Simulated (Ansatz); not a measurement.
# LaP (model cell, started as CsCl type): a soft mode frozen in

Wanted: the energy along a soft mode of LaP (model cell, started as CsCl type) and the structure at the end.

Main program and level: Ansatz 0.2.0; DFT PBE, scalar-relativistic, plane waves, PAW.

The structure was built from a prototype and need not be the compound's stable phase.

## (1) Set-up

The structure is cubic, space group Pm-3m (No. 221). The conventional cell has a = 3.641 Å, b = 3.641 Å, c = 3.641 Å, α = 90.00°, β = 90.00°, γ = 90.00°. Nearest to La lie 8 P at 3.15 Å. Nearest to P lie 8 La at 3.15 Å. Farther neighbours are not listed.

## (2) Phonons on a q mesh

The cell comes from relaxations at this level that are not shown. Stability and thermal properties need the whole zone. Linear response on a 4×4×4 q mesh gives force constants as far as a supercell of that size would.

Contents of input.yaml:

```yaml
crystal:
  lattice:
    - [3.6414751386, 0.0, 0.0]
    - [0.0, 3.6414751386, 0.0]
    - [0.0, 0.0, 3.6414751386]
  atoms:
    - { symbol: La, position: [0.0, 0.0, 0.0] }
    - { symbol: P, position: [0.5, 0.5, 0.5] }
kpoints:
  mp_grid: { grid: [12, 12, 12] }
hamiltonian:
  xc: pbe
scf:
  occupations: { method: methfessel_paxton, width: 0.15 }
output:
  eigenvalues: true
phonons:
  method: dfpt
  qmesh: [4, 4, 4]
  temperatures: { t_max: 1000, t_step: 50 }
  qpath:
    path:
      - [[0.0, 0.0, 0.0], [0.0, 0.5, 0.0], [0.5, 0.5, 0.0], [0.0, 0.0, 0.0], [0.5, 0.5, 0.5], [0.0, 0.5, 0.0]]
      - [[0.5, 0.5, 0.5], [0.5, 0.5, 0.0]]
    npoints: 10
```

Launch:

```
$ ansatz run input.yaml --threads 4 --pin off --max-ram 7168MiB --backend cpu --events-out ev --progress --plain --runs-dir out
```

Numbers of over 12 decimals in the logs are rounded to 6 here.

Log:

```text
Engine: ansatz 0.2.0, aarch64-unknown-linux-gnu
Pseudopotentials: kind: paw
Pseudopotential: La, paw, valence charge 11, recommended cutoff 420 eV (normal), La.paw.azcp
Pseudopotential: P, paw, valence charge 5, recommended cutoff 420 eV (normal), P.paw.azcp
Functional definition: PBE
  parameter kappa = 0.804
  parameter beta = 0.066725
  exchange = pbe_x(kappa = kappa, mu = beta*pi^2/3)
  correlation = pbe_c(beta = beta)
Crystal: 2 atoms, lattice volume = 48.287 Å³
Basis set: ecut = 420 eV, 949 PW (Γ), exchange–correlation on 50×50×50 points (8 copies of the dense FFT grid, shifted against one another)
Bands: 12, of which v1, the nominal top of the filled ones, is band 8 counted from 1 (7 counted from 0)
Symmetry: 48 space group operations
k-points: 84 of 1728
Non-local potential: La, projectors of the file, l = 0: 3, l = 1: 2, l = 2: 2, l = 3: 3
Non-local potential: P, projectors of the file, l = 0: 2, l = 1: 2, l = 2: 2
PAW form: soft (Blöchl's): semilocal exchange-correlation on the pseudo side does not see the compensation charge
PAW one-centre angular grid: La, 590 points (default); XC on 64 Gauss nodes
PAW one-centre angular grid: P, 110 points (default); XC on 64 Gauss nodes
Initial density: superposition of atomic densities (neutral atoms: chi_scale 0, normalization atom), corrected by the library's trained network
Initial wavefunctions: pseudopotential atomic-orbital guess
Functional: x = pbe(κ = 0.804, μ = 0.219515), c = pbe(β = 0.066725)
SCF iter   1: F=—  HF=-7008.211372 eV  |F-HF|=—  |Δ(HF+E_count)|=         —  Δρ=6.06e-3  dr2=3.32e-2  ethr=1.77e-3  ⟨swp⟩=4.3  Hψ=5097  notcnv=0
preconditioner: auto → none  [metal: Δε(μ)=0.074 eV  Ē_g=10.875 eV  σ=0.150 eV  W_gap=0.37  n_scr=6 (ndim 8)  ℏωp=20.0 eV  f_vac=0.000  D(μ)=0.54/eV (n_scr^D=0)  sad-step TF]
SCF iter   2: F=—  HF=-7008.205962 eV  |F-HF|=—  |Δ(HF+E_count)|=   5.41e-3  S|Δr|=    0.00e0  Δρ=3.37e-3  dr2=7.66e-3  ethr=2.07e-4  ⟨swp⟩=1.6  Hψ=1784  notcnv=0
SCF iter   3: F=—  HF=-7008.205894 eV  |F-HF|=—  |Δ(HF+E_count)|=   6.78e-5  S|Δr|=    0.00e0  Δρ=1.16e-3  dr2=1.67e-3  ethr=4.79e-5  ⟨swp⟩=2.8  Hψ=1667  notcnv=0
SCF iter   4: F=—  HF=-7008.205575 eV  |F-HF|=—  |Δ(HF+E_count)|=   3.19e-4  S|Δr|=    0.00e0  Δρ=2.67e-4  dr2=3.84e-5  ethr=1.04e-5  ⟨swp⟩=2.2  Hψ=1431  notcnv=0
SCF iter   5: F=—  HF=-7008.205574 eV  |F-HF|=—  |Δ(HF+E_count)|=   1.28e-6  S|Δr|=    0.00e0  Δρ=4.92e-5  dr2=5.20e-7  ethr=2.40e-7  ⟨swp⟩=2.7  Hψ=1699  notcnv=0
SCF iter   6: F=—  HF=-7008.205574 eV  |F-HF|=—  |Δ(HF+E_count)|=   6.00e-7  S|Δr|=    0.00e0  Δρ=5.10e-6  dr2=9.63e-9  ethr=3.25e-9  ⟨swp⟩=2.8  Hψ=1745  notcnv=0
SCF iter   7: F=—  HF=-7008.205574 eV  |F-HF|=—  |Δ(HF+E_count)|=   1.57e-9  S|Δr|=    0.00e0  Δρ=8.00e-7  dr2=1.37e-10  ethr=6.02e-11  ⟨swp⟩=2.1  Hψ=1414  notcnv=0
SCF iter   8: F=-7008.205574 eV  HF=-7008.205574 eV  |F-HF|=9.09e-13  |Δ(HF+E_count)|=  1.40e-10  S|Δr|=    0.00e0  Δρ=9.42e-8  dr2=2.51e-12  ethr=1.00e-12  ⟨swp⟩=8.5  Hψ=6464  notcnv=0
SCF 1 converged in 8 iterations: F = -7008.205574 eV  dr2 = 2.51e-12
  greatest PAW one-centre occupation: 0.971 electrons in one spin orbital (limit 2), on the La atom at site 0 (counted from 0), in its partial waves of l = 0
Initial density: read from a saved state, or passed on in memory by an earlier SCF of this step, an earlier step, the calling program or the single point that the run made first
iter 1 solved again at ethr=3.48e-8 eV; its pass at ethr=3.10e-3 eV (dr2=5.56e-6 eV) is discarded
SCF iter   1: F=—  HF=-7008.205574 eV  |F-HF|=—  |Δ(HF+E_count)|=         —  Δρ=1.42e-7  dr2=1.22e-11  ethr=3.48e-8  ⟨swp⟩=4.7  Hψ=9083  notcnv=0
eigensolver tolerance schedule: the retry pair's looser diagonalisation over-reported the residual by 456839.55 of it (diagonalisation noise at an unbounded share of the residual, at the tolerance the schedule requests for it); recorded, not acted on — ethr = c·dr2/N_el stays at c = 1.0e-1
preconditioner: auto → none  [metal: Δε(μ)=0.076 eV  Ē_g=10.835 eV  σ=0.150 eV  W_gap=0.40  n_scr=6 (ndim 8)  ℏωp=20.0 eV  f_vac=0.000  D(μ)=0.61/eV (n_scr^D=0)]
SCF iter   2: F=—  HF=-7008.205574 eV  |F-HF|=—  |Δ(HF+E_count)|=   9.41e-8  S|Δr|=    0.00e0  Δρ=1.27e-7  dr2=1.61e-11  ethr=1.00e-12  ⟨swp⟩=3.5  Hψ=2473  notcnv=0
SCF iter   3: F=-7008.205574 eV  HF=-7008.205574 eV  |F-HF|=9.09e-13  |Δ(HF+E_count)|=    0.00e0  S|Δr|=    0.00e0  Δρ=5.63e-8  dr2=1.24e-12  ethr=1.00e-12  ⟨swp⟩=2.8  Hψ=3172  notcnv=0
SCF 2 converged in 3 iterations: F = -7008.205574 eV  dr2 = 1.24e-12
phonons: the bands overlap, so this run is a metal and interpolates without the dipole-dipole term. If the crystal is really an insulator or semiconductor, its LO-TO splitting is missing
NSCF: frozen V_eff on 84 k-points
WARN: eigensolver did not converge in 2 slots of this pass, the one above among them; of largest residual over every band (k=61): 1 band(s) unlocked (lowest unlocked band 11, counted from 0; max residual 4.35e-5 eV among the unlocked bands, 4.35e-5 eV over every band); of lowest unlocked band (k=43): band 11
NSCF: frozen V_eff on 196 k-points
DFPT response loops at q = (0, 0, 0) (fractional): preconditioner auto → Kerker (q_TF=auto, 2.270 Å⁻¹) (partly filled bands, converged f_vac=0.000); β = 1.00, the filter's whole step (`scf.mixing.beta` (0.50) is not read by the response loops under this deck's `scf.mixing.preconditioner`; to damp them name `kerker` or `kerker_dos`, under which they read `scf.mixing.beta`, and type it under 1.00, their step now; both keys bind the ground state too); Broyden in place of MSR1
NSCF: frozen V_eff on 1176 k-points
DFPT response loops at q = (0, 0, 0.25) (fractional): mixed as the last ones told, above
NSCF: frozen V_eff on 686 k-points
DFPT response loops at q = (0, 0, -0.5) (fractional): mixed as the last ones told, above
NSCF: frozen V_eff on 2016 k-points
DFPT response loops at q = (0, 0.25, 0.25) (fractional): mixed as the last ones told, above
NSCF: frozen V_eff on 1176 k-points
DFPT response loops at q = (0, 0.25, -0.5) (fractional): mixed as the last ones told, above
NSCF: frozen V_eff on 686 k-points
DFPT response loops at q = (0, -0.5, -0.5) (fractional): mixed as the last ones told, above
NSCF: frozen V_eff on 1872 k-points
DFPT response loops at q = (0.25, 0.25, 0.25) (fractional): mixed as the last ones told, above
NSCF: frozen V_eff on 2016 k-points
DFPT response loops at q = (0.25, 0.25, -0.5) (fractional): mixed as the last ones told, above
NSCF: frozen V_eff on 1176 k-points
DFPT response loops at q = (0.25, -0.5, -0.5) (fractional): mixed as the last ones told, above
NSCF: frozen V_eff on 392 k-points
DFPT response loops at q = (-0.5, -0.5, -0.5) (fractional): mixed as the last ones told, above
SCF converged after 8 iterations
Stability not checked: this state was not tested for a lower state beside it, because cold or Methfessel-Paxton smearing, or corrected tetrahedra, fill the levels in a way that the test cannot read (fill_not_monotonic; see scf.lower_state_search)
Free energy (F): -7008.205574 eV
Harris-Foulkes:  -7008.205574 eV  (|F-HF|=9.09e-13)
Internal energy: -7008.206865 eV  (E = F + TS)
E sigma→0 (E₀):  -7008.205897 eV
Entropy (-TS):   0.001291 eV (0.645 meV/atom)
Fermi energy:    11.297767 eV
--- Per-component energies (eV) ---
  E_band       = -9.901155
  E_kinetic    = 262.136306
  E_local      = -317.673895  (includes V_loc(G=0)·N_el)
  E_nonlocal   = 130.936195
  E_hartree    = 98.064055
  E_xc         = -201.286010
  E_vxc        = -208.983768  (∫ρ·V_xc dr)
  E_paw        = -5986.936852  (= ΣΔE_a)
  E_vpaw       = -72.444123  (= ΣTr[D̂ρ^β])
  E_aug_tail   = 0.000002  (compensation charges beyond the density's cutoff)
  E_ewald      = -993.446665
  E_smearing   = 0.001291  (= −TS)
  E_closure    = -0.000000  (closes the sum)
  Σ components = -7008.205574   (vs F -7008.205574, Δ=0.00e0)
--- Band table (eV; the first three rows and the last of 84) ---
  k-point 0: bands = [... 4 lower, 1.2355, 10.5483, 10.5483, 11.4984, 11.4984, 11.4984, 13.5787, 13.5787]
  k-point 1: bands = [... 4 lower, 1.3373, 10.3602, 10.5980, 11.4271, 11.4271, 11.5614, 13.5573, 13.5769]
  k-point 2: bands = [... 4 lower, 1.6129, 9.7189, 10.7430, 11.2296, 11.2296, 11.9783, 13.4908, 13.5725]
  k-point 83: bands = [... 4 lower, 3.2617, 7.4031, 7.4031, 7.4031, 13.6042, 13.6042, 13.6042, 13.9171]
--- Phonons (Γ-DFPT): 2 representative perturbations + reference (Σ response iterations 6) ---
  ASR residual: 1.174e-4 → 0.000e0 eV/Å²; symmetrization residual: 3.999e-7 eV/Å²
  ASR residual per site (eV/Å²): 1.17e-4 3.37e-5
  Γ frequencies (cm⁻¹): 0.00 0.00 0.00 88.77 88.77 88.77
--- Phonons (arbitrary-q DFPT): 10 irreducible q on the 4×4×4 mesh ---
  q = [0.0000, 0.0000, 0.0000] (star 1, of the zone-centre solve; hermiticity 1.09e-6, symmetrization 1.26e-11): -0.00 0.00 0.00 88.77 88.77 88.77
  q = [0.0000, 0.0000, 0.2500] (star 6, 4 solved perturbations in 1848 linear systems a pass and spin channel, the states on 588 of 1728 k-point pairs; hermiticity 1.61e-7, symmetrization 1.31e-13): -47.47 -47.47 95.36 127.55 127.55 228.60
  q = [0.0000, 0.0000, -0.5000] (star 3, 4 solved perturbations in 1078 linear systems a pass and spin channel, the states on 343 of 1728 k-point pairs; hermiticity 2.51e-14, symmetrization 8.60e-14): -63.11 -63.11 133.42 149.36 149.36 269.33
  q = [0.0000, 0.2500, 0.2500] (star 12, 4 solved perturbations in 3108 linear systems a pass and spin channel, the states on 1008 of 1728 k-point pairs; hermiticity 1.17e-7, symmetrization 1.16e-14): -65.05 79.59 85.05 124.58 186.68 233.78
  q = [0.0000, 0.2500, -0.5000] (star 12, 6 solved perturbations on 588 of 1728 k-point pairs; hermiticity 1.34e-7, symmetrization 1.21e-14): -69.87 71.61 118.32 118.48 194.30 246.49
  q = [0.0000, -0.5000, -0.5000] (star 3, 4 solved perturbations in 1078 linear systems a pass and spin channel, the states on 343 of 1728 k-point pairs; hermiticity 1.38e-8, symmetrization 1.73e-14): -73.25 73.05 107.87 107.87 218.91 218.91
  q = [0.2500, 0.2500, 0.2500] (star 8, 2 solved perturbations on 936 of 1728 k-point pairs; hermiticity 1.04e-7, symmetrization 8.21e-14): 75.15 75.51 75.51 194.29 194.29 217.90
  q = [0.2500, 0.2500, -0.5000] (star 12, 4 solved perturbations in 3108 linear systems a pass and spin channel, the states on 1008 of 1728 k-point pairs; hermiticity 1.13e-7, symmetrization 3.58e-14): 64.39 70.99 113.08 173.20 199.15 233.61
  q = [0.2500, -0.5000, -0.5000] (star 6, 4 solved perturbations in 1848 linear systems a pass and spin channel, the states on 588 of 1728 k-point pairs; hermiticity 1.10e-7, symmetrization 8.49e-14): 64.84 104.95 104.95 172.98 215.08 215.08
  q = [-0.5000, -0.5000, -0.5000] (star 1, 2 solved perturbations on 196 of 1728 k-point pairs; hermiticity 6.56e-14, symmetrization 7.87e-13): 105.97 105.97 105.97 218.12 218.12 218.12
  sum rule: each row above includes the acoustic sum rule's correction from the zone centre's row sums; it moved no ω² by more than (0.54 cm⁻¹)²
  mesh force constants: q→R imaginary residual 1.64e-18; ASR residual 1.174e-4 → 0.000e0 eV/Å²; symmetrization residual 4.441e-15 eV/Å²
  interpolated dispersion: 62 rows × 6 modes
  density of states and harmonic sums: on the 20×20×20 q-mesh, interpolated from the force constants of a 4×4×4 supercell (no non-analytic term)
  largest difference from the sums on the solved wave vectors: F 4.72e-3 eV, S 1.49e-5 and C_V 5.87e-6 eV/K
  zero-point energy: 0.046519 eV/cell   skipped modes (ω ≤ 0): 239, of them read as no rigid motion or as one in doubt: 236 (8.179e-1 modes/cell left out, lowest -73.39 cm⁻¹)   left out of the sums: 1.36e-1 of the cell's modes: C_V's classical limit lies that fraction below 3 k_B per atom; for a crystal, a wire or a layer, F and S can be off by more, and a phonons.interpolated_qmesh denser along its periods is the remedy for the sampling
```

Wall time 4.2 min (4 threads of Arm Neoverse V2, shared host); peak memory 1.8 GiB.

Reading the cycles: dr2 is the Hartree energy of the density residual (eV), the measure of convergence; HF is the Harris–Foulkes estimate of the energy, which meets the free energy F at convergence.

This step gave:

| Property | Result |
| --- | --- |
| volume per atom | 24.14 Å³ |
| gap on the k-mesh | 0 eV |
| sum-rule residual before enforcement | 1.17e-4 eV/Å² |
| lowest frequency on the path | -73.39 cm⁻¹ |
| point group | m-3m |
| highest frequency on the path or at a solved wavevector | 269.3 cm⁻¹ |
| highest optical mode at the zone centre (no LO-TO term) | 88.77 cm⁻¹ |
| lowest optical zone-centre mode | 88.77 cm⁻¹ |
| lowest mode on the q mesh (acoustic modes at Γ apart) | -73.25 cm⁻¹ |

Frequencies (cm⁻¹) solved at each irreducible wavevector; negative means imaginary. Frequencies by wavevector, by row:

```
q in reciprocal lattice units  star  mode 1  mode 2  mode 3  mode 4  mode 5  mode 6
                        0 0 0     1       0       0       0    88.8    88.8    88.8
                     0 0 0.25     6   -47.5   -47.5    95.4   127.5   127.5   228.6
                     0 0 -0.5     3   -63.1   -63.1   133.4   149.4   149.4   269.3
                  0 0.25 0.25    12     -65    79.6      85   124.6   186.7   233.8
                  0 0.25 -0.5    12   -69.9    71.6   118.3   118.5   194.3   246.5
                  0 -0.5 -0.5     3   -73.2      73   107.9   107.9   218.9   218.9
               0.25 0.25 0.25     8    75.2    75.5    75.5   194.3   194.3   217.9
               0.25 0.25 -0.5    12    64.4      71   113.1   173.2   199.2   233.6
               0.25 -0.5 -0.5     6    64.8     105     105     173   215.1   215.1
               -0.5 -0.5 -0.5     1     106     106     106   218.1   218.1   218.1
```

Interpolated from a 4×4×4 q mesh. Phonon branches along the path, in cm⁻¹:

```
    point  branch 1  branch 2  branch 3  branch 4  branch 5  branch 6
        Γ         0         0         0        89        89        89
  halfway       -48       -48        95       128       128       229
        X       -63       -63       133       149       149       269
  halfway       -70        72       118       118       194       246
        M       -73        73       108       108       219       219
  halfway       -65        80        85       125       187       234
        Γ         0         0         0        89        89        89
  halfway        75        76        76       194       194       218
        R       106       106       106       218       218       218
  halfway        64        71       113       173       199       234
        X       -63       -63       133       149       149       269
jump to R       106       106       106       218       218       218
  halfway        65       105       105       173       215       215
        M       -73        73       108       108       219       219
```

The phonon branches as a text plot (rows in cm⁻¹):

```
    262 |     *****                                    ***
    248 |    *     *                                 **
    234 |   *       **   *****                      *
    219 |             ****    *        **   ********      *******
    205 |           **    ***        **  ****    ****      *
    191 |                    * *        *         ** *      *
    176 |  *      **          *        *            * *      *
    162 |                           ***              * *
    148 |     ****             **                     ****
    134 | * ** *****                *                  ***    *
    119 |     *    **      ******  *                ***
    105 |* * *      *******     ** *        ********      *******
     91 |** *       ***  *****   **      ***      **       *
     77 |              **    **         *          **       *   *
     62 |  *                  **       *            *        *
     48 | *        *           *     **              *
     34 |                       *   *
     19 |*                       * *
      5 |         *               *
     -9 |*                       *                    *
    -23 | **                    *                     *
    -38 |                      *                              *
    -52 |   ***  *            *                        *       *
    -66 |      ***************                          **      *
         Γ      X      M          Γ            R        X|R     M
```

Symmetry leaves 10 wavevectors to solve. The lowest mode among them, the acoustic zeros apart, lies at q = (0, -0.5, -0.5) and is imaginary, 73.2i cm⁻¹, so the energy falls along it.

## (3) The mode frozen in, largest atomic shift 0 Å

The mode followed lies at q = (0, 0.25, -0.5) with frequency 69.9i cm⁻¹, one of the unstable modes though not the softest. At small amplitude the distorted cell has space group no. 67 by a symmetry search on the positions. The undistorted cell that holds it gives the zero of energy on the same k mesh.

System of this step: LaP (model cell, started as CsCl type). It takes space group Pm-3m (No. 221, cubic). The conventional cell has a = 3.641 Å, b = 3.641 Å, c = 3.641 Å, α = 90.00°, β = 90.00°, γ = 90.00°. Nearest to La lie 8 P at 3.15 Å. P has 8 La at 3.15 Å nearest. Farther neighbours are not listed.

Contents of input.yaml:

```yaml
crystal:
  lattice:
    - [-3.6414751386, 0.0, 0.0]
    - [0.0, 0.0, -7.2829502771]
    - [0.0, -7.2829502771, -3.6414751386]
  atoms:
    - { symbol: La, position: [0.0, 0.75, 0.5] }
    - { symbol: La, position: [0.0, 0.25, 0.5] }
    - { symbol: La, position: [0.0, 0.5, 1.0] }
    - { symbol: La, position: [0.0, 1.0, 1.0] }
    - { symbol: P, position: [0.5, 0.625, 0.25] }
    - { symbol: P, position: [0.5, 0.125, 0.25] }
    - { symbol: P, position: [0.5, 0.375, 0.75] }
    - { symbol: P, position: [0.5, 0.875, 0.75] }
kpoints:
  mp_grid: { grid: [8, 6, 6] }
hamiltonian:
  xc: pbe
scf:
  occupations: { method: methfessel_paxton, width: 0.15 }
output:
  forces: true
  stress: true
  eigenvalues: true
```

Log:

```text
[...]
Crystal: 8 atoms, lattice volume = 193.149 Å³
Basis set: ecut = 420 eV, 3753 PW (Γ), exchange–correlation on 50×100×120 points (8 copies of the dense FFT grid, shifted against one another)
Bands: 40, of which v1, the nominal top of the filled ones, is band 32 counted from 1 (31 counted from 0)
Symmetry: 32 space group operations
[...]
k-points: 65 of 288
[...]
k-point 0: bands = [... 28 lower, 10.5490, 10.8958, 10.8958, 11.4967, 11.4970, 11.4972, 11.6280, 12.2088, ... 4 higher]
  k-point 1: bands = [... 28 lower, 10.5984, 10.6482, 11.1990, 11.4254, 11.4259, 11.5082, 11.5604, 11.9930, ... 4 higher]
  k-point 2: bands = [... 28 lower, 10.6932, 10.7435, 11.2279, 11.2284, 11.2464, 11.4816, 11.6712, 11.7317, ... 4 higher]
  k-point 64: bands = [... 28 lower, 9.6657, 10.2270, 10.7926, 10.9456, 12.2329, 12.8218, 12.9980, 13.0536, ... 4 higher]
[key lines of the parts left out:]
SCF converged after 6 iterations
Free energy (F): -28032.820756 eV
Fermi energy:    11.312165 eV
P = ⅓ Tr σ = -0.0104 GPa (-0.104 kbar)
```

Run time: 8.4 s. Hardware: 4 threads; peak memory 0.8 GiB.

This step gave:

| Property | Result |
| --- | --- |
| pressure | -0.01035 GPa |
| energy from the undistorted cell | 0 meV/atom |

The run ends at a pressure of -0.01 GPa.

[end of part 1 of 3]

[Logs are printed without paths, hosts, clocks, repeated set-up lines and the standing remarks that a program may print on its own settings, such as how far it seeks lower states.]

[Hosts, paths, dates, database ids (printed as entryN), source tags and the programs' standing remarks are cut or masked in the printed files.]
